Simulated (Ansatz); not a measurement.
# Rb2MoF4 (started from the K2NiF4 type) (I4/mmm): how robust is the cRPA U?, part 2 of 2

What does U in Rb2MoF4 (started from the K2NiF4 type) (I4/mmm) depend on besides the window?

Ansatz 0.2.0; constrained RPA on PBE, plane waves, PAW.

So far. Step 2 (Base: Mo t2g, bands v2 to c1, 4×4×4 mesh, medium …): On the Mo t2g shell, screening brings the on-site interaction from 13.1 eV down to U = 5.30 eV. Step 3 (Changed: 2×2×2 mesh): On the Mo t2g shell, screening brings the on-site interaction from 13.2 eV down to U = 5.52 eV.

The structure was built from a prototype and need not be the compound's stable phase.

### 7. Changed: potentials

input.yaml reads:

```yaml
crystal:
  lattice:
    - [2.13889785, -2.13889785, 7.09172968]
    - [-2.13889785, 2.13889785, 7.09172968]
    - [-2.13889785, -2.13889785, -7.09172968]
  atoms:
    - { symbol: Rb, position: [0.3546380024, 0.3546380024, 0.0] }
    - { symbol: Rb, position: [0.6453619976, 0.6453619976, 0.0] }
    - { symbol: Mo, position: [0.0, 0.0, 0.0] }
    - { symbol: F, position: [0.0, 0.5, 0.5] }
    - { symbol: F, position: [0.5, 0.0, 0.5] }
    - { symbol: F, position: [0.1544665736, 0.1544665736, 0.0] }
    - { symbol: F, position: [0.8455334264, 0.8455334264, 0.0] }
kpoints:
  mp_grid: { grid: [8, 8, 8] }
hamiltonian:
  xc: pbe
  pseudopotentials: { kind: paw, source: ansatz }
scf:
  occupations: { method: gaussian, width: 0.08 }
  n_extra_bands: 19
  max_iter: 150
  lower_state_search: "off"
output:
  crpa:
    kmesh: [4, 4, 4]
    target_bands: [v2, c1]
    projections: [{ species: Mo, l: d, shell: 4, orbitals: [dxz, dyz, dxy] }]
```

Launch:

```
$ ansatz run input.yaml --threads 4 --pin off --max-ram 14745MiB --backend cpu --events-out ev --progress --plain --runs-dir out
```

Numbers of over 12 decimals in the logs are rounded to 6 here.

The program printed:

```text
[...]
Crystal: 7 atoms, lattice volume = 129.775 Å³
Basis set: ecut = 1050 eV, 9997 PW (Γ)
Bands: 49, of which v1, the nominal top of the filled ones, is band 30 counted from 1 (29 counted from 0)
Symmetry: 16 space group operations
[...]
k-points: 59 of 512
[...]
k-point 58: bands = [... 26 lower, 2.6511, 2.6511, 7.8114, 8.3125, 8.3125, 9.5955, 9.9796, 9.9969, ... 15 higher]
[...]
χ-basis size per q: N_G = 449..480
[...]
Site 2, 4D, 3 of 5 d orbitals (Wannier functions 1, 2, 3; wannier90's mr 2, 3, 5):
      screened: U = 5.2969 eV, U' = 4.5350 eV, J = 0.3611 eV
      screened, to within: U = 1.6e-2 eV, U' = 1.6e-2 eV, J = 7.4e-4 eV
      bare: V = 13.0859 eV, V' = 12.0510 eV, J = 0.5180 eV
[...]
[key lines of the parts left out:]
SCF converged after 11 iterations
Free energy (F): -14741.585732 eV
Fermi energy:    8.866200 eV
```

Wall time 22 min (4 threads of Arm Neoverse V1, shared host); peak memory 2.6 GiB.

Numbers from this step:

| Item | Value |
| --- | --- |
| U | 5.297 eV |
| U prime (inter-orbital) | 4.535 eV |
| J | 0.3611 eV |
| bare V | 13.09 eV |
| bare J | 0.5180 eV |
| stated bound on U | 0.01567 eV |
| U over bare V | 0.4048 |
| electrons in the window | 4 |
| head of the constrained inverse dielectric matrix | 0.4118 |
| least eigenvalue of the projection's overlap | 0.8247 |
| target functions | 3 |
| bands in the sums | 62 |
| width of the target bands | 1.578 eV |
| weight of the projected orbitals in the window | 0.8912 |

On the Mo t2g shell, screening brings the on-site interaction from 13.1 eV down to U = 5.30 eV.

### 8. Changed: volume +3 %

The cell differs from the one that the last finished run ended in (a 7.710 → 7.786 Å, b 7.710 → 7.786 Å, c 7.710 → 7.786 Å).

Edit input.yaml of step 7 so:

```diff
@@ -2,5 +2,5 @@
   lattice:
-    - [2.13889785, -2.13889785, 7.09172968]
-    - [-2.13889785, 2.13889785, 7.09172968]
-    - [-2.13889785, -2.13889785, -7.09172968]
+    - [2.1600764338, -2.1600764338, 7.1619493921]
+    - [-2.1600764338, 2.1600764338, 7.1619493921]
+    - [-2.1600764338, -2.1600764338, -7.1619493921]
   atoms:
@@ -17,3 +17,2 @@
   xc: pbe
-  pseudopotentials: { kind: paw, source: ansatz }
 scf:
@@ -28 +27,6 @@
     projections: [{ species: Mo, l: d, shell: 4, orbitals: [dxz, dyz, dxy] }]
+  local_orbitals:
+    kmesh: [8, 8, 8]
+    orbitals: [{ species: Mo, l: d, shell: 4, orbitals: [dxz, dyz, dxy] }]
+    window: { bands: [v2, c1] }
+    seedname: lo
```

The program printed:

```text
[...]
Crystal: 7 atoms, lattice volume = 133.669 Å³
Basis set: ecut = 420 eV, 2599 PW (Γ)
Bands: 49, of which v1, the nominal top of the filled ones, is band 30 counted from 1 (29 counted from 0)
Symmetry: 16 space group operations
[...]
k-points: 59 of 512
[...]
k-point 58: bands = [... 26 lower, 2.4265, 2.4265, 7.4895, 7.9598, 7.9598, 9.1633, 9.5414, 9.6006, ... 15 higher]
[...]
χ-basis size per q: N_G = 462..496
[...]
Site 2, 4D, 3 of 5 d orbitals (Wannier functions 1, 2, 3; wannier90's mr 2, 3, 5):
      screened: U = 5.3579 eV, U' = 4.5888 eV, J = 0.3628 eV
      screened, to within: U = 1.5e-2 eV, U' = 1.5e-2 eV, J = 8.1e-4 eV
      bare: V = 13.1245 eV, V' = 12.0846 eV, J = 0.5200 eV
[...]
[key lines of the parts left out:]
SCF converged after 8 iterations
Free energy (F): -14727.314952 eV
Fermi energy:    8.478367 eV
```

Wall time 5.6 min (4 threads); peak memory 1 GiB; 22 min of CPU time.

Numbers from this step:

```
U                                                 : 5.358 eV
U prime (inter-orbital)                           : 4.589 eV
J                                                 : 0.3628 eV
bare V                                            : 13.12 eV
bare J                                            : 0.5200 eV
stated bound on U                                 : 0.01486 eV
U over bare V                                     : 0.4082
electrons in the window                           : 4.000
head of the constrained inverse dielectric matrix : 0.4180
least eigenvalue of the projection's overlap      : 0.8291
target functions                                  : 3
bands in the sums                                 : 62
r.m.s. miss of the model bands                    : 2.42e-5 eV
width of the target bands                         : 1.480 eV
weight of the projected orbitals in the window    : 0.8947
```

On the Mo t2g shell, screening brings the on-site interaction from 13.1 eV down to U = 5.36 eV.

### 9. Side by side

Times are wall times on 4 threads of Arm Neoverse V1, shared host, good to a factor of about two.

| run | bare V (eV) | U (eV) | J (eV) | bound on U (eV) | width (eV) | time |
| --- | --- | --- | --- | --- | --- | --- |
| target window | 13.09 | 5.303 | 0.362 | 0.0144 | 1.58 | 5.3 min |
| 2×2×2 mesh | 13.23 | 5.523 | 0.361 | 0.0152 | 1.58 | 23 s |
| potentials | 13.09 | 5.297 | 0.361 | 0.0157 | 1.58 | 22 min |
| volume +3 % | 13.12 | 5.358 | 0.363 | 0.0149 | 1.48 | 5.6 min |

### 10. Summary of results

| Property | Result |
| --- | --- |
| target window | U 5.30 eV, J 0.36 eV |
| 2×2×2 mesh | U 5.52 eV, J 0.36 eV |
| potentials | U 5.30 eV, J 0.36 eV |
| volume +3 % | U 5.36 eV, J 0.36 eV |

In words: 2×2×2 mesh moves U by +0.22 eV at 0.073 times the time. Potentials moves U by −0.01 eV (within the solver's bounds, for the mean over orbitals) at 4.2 times the time. Volume +3 % moves U by +0.05 eV. The printed bound covers the solver alone, not the mesh, and no denser mesh than the base was run. The parent state is non-magnetic and the interaction static (zero frequency); U depends on the window and the orbitals, so it belongs to this model alone.

[Paths, hosts, dates, memory and timing lines, banners, echoed tables and standing remarks are left out of the program output.]

[Logs are printed without paths, hosts, clocks, repeated set-up lines and the standing remarks that a program may print on its own settings, such as how far it seeks lower states.]

[Runs of the session that timed out or met a known fault of the program may be left out.]

[Hosts, paths, dates, database ids (printed as entryN), source tags and the programs' standing remarks are cut or masked in the printed files.]
